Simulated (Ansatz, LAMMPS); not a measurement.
# Amorphous 86SiO2-14Al2O3 (mol %) (92 atoms): relaxed cell and levels of theory

What does this cell relax to, and how do the Kohn-Sham gap, forces and pressure change with k-mesh and functional?

Calculated with Ansatz 0.2.0: Kohn-Sham DFT, PBE, PAW (set soft_2), plane waves; cutoff 420 eV, Γ point, fermi-dirac smearing of 0.025 eV.

**The cell**

Density at the start: 2.34 g/cm³. The cell holds 92 atoms: 24 Si, 8 Al and 60 O. Cell: a = 10.943 Å, b = 10.943 Å, c = 10.943 Å, α = 90.0°, β = 90.0°, γ = 90.0°. 92 atoms (24 Si, 8 Al, 60 O) placed at random at 2.34 g/cm³, melted at 5000 K for 10 ps at fixed volume with the Morse and Coulomb pair potential with partial charges (Pedone, Malavasi, Menziani, Cormack and Segre, J. Phys. Chem. B 110, 11780 (2006)). Quenched from 5000 K to 300 K at 50 K/ps and fixed volume, held 5 ps, then minimised at fixed cell.

Cell and atoms were relaxed with PBE. The walk converged after 31 steps, with a largest force component of 0.0322 eV/Å; it began at an r.m.s. force component of 0.76 eV/Å. The edges went from 10.943, 10.943, 10.943 to 11.048, 10.541, 11.014 Å, and the volume from 14.244 to 13.915 Å³ an atom (-2.3 %).

The input of the reference single point:

```yaml
crystal:
  lattice:
    - [11.04431, 0.12313, -0.26543]
    - [0.12313, 10.53895, 0.17987]
    - [-0.26543, 0.17987, 11.00922]
  atoms:
    - { symbol: Si, position: [0.43226, 0.63744, 0.17402] }
    - { symbol: Si, position: [0.20427, 0.79773, 0.91267] }
    - { symbol: Si, position: [0.73932, 0.82246, 0.9637] }
    - { symbol: Si, position: [0.84272, 0.52123, 0.33165] }
    [... 86 atom lines left out ...]
    - { symbol: O, position: [0.66408, 0.21597, 0.4418] }
    - { symbol: O, position: [0.1848, 0.69273, 0.48395] }
kpoints:
  mp_grid: { grid: [1, 1, 1] }
hamiltonian:
  xc: pbe
scf:
  occupations: { method: fermi_dirac, width: 0.025 }
output:
  forces: true
  stress: true
  populations: true
  dos:
    method: { smearing: { sigma: 0.08 } }
    de: 0.05
    projected: { site_lists: { Al: [Al], O: [O], Si: [Si] } }
  eigenvalues: true
  write_density: true
  write_potential: true
  volumetric_format: npy
```

**Bonds after relaxation**

Bonds by pair of elements; cutoffs follow the first minimum of g(r), held within bounds set by covalent radii, and pairs that aren't listed don't count as bonded:

```
pair A-B  cutoff (Å)  bonds  mean length (Å)  spread (Å)  shortest (Å)  B about A  A about B
    O-Si        2.12     96             1.64       0.033          1.59        1.6          4
    O-Al        2.38     33             1.83       0.117          1.70       0.55       4.12
```

How many atoms have how many bonded neighbours:

```
element  mean   2  3   4  5
     Al  4.12   0  0   7  1
      O  2.15  51  9   0  0
     Si     4   0  0  24  0
```

**Levels of theory**

Single points at the relaxed geometry:

| functional | k-mesh | Kohn-Sham gap (eV) | pressure (GPa) | r.m.s. force component (eV/Å) | SCF cycles | time |
| --- | --- | --- | --- | --- | --- | --- |
| PBE | 1×1×1 | 3.972 | 0.00 | 0.005 | 9 | 18 s |
| PBE | 2×2×2 | 3.975 | 0.01 | 0.007 | 9 | 2.6 min |
| HSE06 | 1×1×1 | 5.699 | -4.83 | 0.188 | 16 | 3.7 min |
| r2SCAN | 1×1×1 | 4.601 | -4.74 | 0.155 | 9 | 40 s |
| PBEsol | 1×1×1 | 3.919 | -2.57 | 0.056 | 10 | 16 s |

The gap is that between the highest filled and lowest empty Kohn-Sham level on the run's k-points. Cutoffs: 420 eV for PBE, HSE06 and PBEsol; 500 eV for r2SCAN. Times come from shared hosts and are rough.

**Findings**

By these cutoffs 88 % of Al atoms have 4, 85 % of O atoms have 2 and 100 % of Si atoms have 4 neighbours. The Kohn-Sham gap is 3.97 eV with PBE on the 1×1×1 mesh and 3.98 eV on 2×2×2. On the 1×1×1 mesh HSE06 changes the gap by +1.73 eV against PBE. Carrying that shift over to the 2×2×2 mesh gives 3.98 + 1.73 = 5.70 eV, an estimate that takes the shift to be alike at all k-points. On the reference's mesh the gap changes with r2SCAN by +0.63 eV and PBEsol by -0.05 eV. Against the reference the pressure changes with HSE06 by -4.8 GPa, r2SCAN by -4.7 GPa and PBEsol by -2.6 GPa; a negative change means that the functional would take a smaller volume. The denser mesh moves the energy by -0.7 meV/atom and the pressure by +0.01 GPa.

Limits: All single points share the geometry relaxed with PBE. The volume changed by -2.3 % on relaxing; in so small a cell, on this mesh and at this cutoff, the relaxed density is rough. One sample; tail or defect levels can set the gap of a disordered cell. The quench rate of 50 K/ps is many orders above laboratory rates, so the cell is likely richer in defects and strain than a real sample. The network of bonds at the start is that of the classical potential that made the cell, and needn't be the one that DFT or experiment would give.

[Long decimals in the printed logs are rounded to 6 places.]

[Logs are printed without paths, hosts, clocks, repeated set-up lines and the standing remarks that a program may print on its own settings, such as how far it seeks lower states.]

[Hosts, paths, dates, database ids (printed as entryN), source tags and the programs' standing remarks are cut or masked in the printed files.]

[Runs of further levels or settings that didn't converge aren't in the tables.]
